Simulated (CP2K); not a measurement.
Two runs for the N K edge of protonated nitrogen. Run A: CP2K XAS_TDP, all-electron GAPW, PBEh(45%), aug-cc-pVTZ, TDA, no relativity. Run B differs in one setting.

First lines with a strength over 0.0015. A:

```tsv
atom	energy (eV)	states	strength, one atom
N1 (bonded to N)	396.07	2	0.1530
	404.11	1	0.0154
	408.11	2	0.0056
	408.97	1	0.0085
	410.28	1	0.0040
N2 (bonded to N and H)	396.94	2	0.1121
	402.26	1	0.0133
	407.60	2	0.0218
	410.62	2	0.0042
	411.26	1	0.0058
```

B:

```tsv
atom	energy (eV)	states	strength, one atom
N1 (bonded to N)	396.13	2	0.1556
	404.21	1	0.0161
	410.06	2	0.0161
	410.55	1	0.0101
	412.89	1	0.0159
N2 (bonded to N and H)	396.93	2	0.1143
	402.28	1	0.0140
	409.24	2	0.0411
	411.70	1	0.0030
	413.22	1	0.0140
```

Question: Which was it: scalar relativity switched on, the basis, GW2X switched on, the functional?

The basis (basis from aug-cc-pVTZ to pc-2; the lines alone don't name the new value). A basis moves diffuse and continuum lines far more than the leading valence line. Against PBEh(45%) in aug-cc-pVTZ, the leading lines move by +0.06 eV (N1, to 396.13) and -0.01 eV (N2, to 396.93).

[Banner, clock and machine lines of the logs are left out without a mark of their own.]

[Logs are printed without paths, hosts, clocks, repeated set-up lines and the standing remarks that a program may print on its own settings, such as how far it seeks lower states.]

[Hosts, paths, dates, database ids (printed as entryN), source tags and the programs' standing remarks are cut or masked in the printed files.]
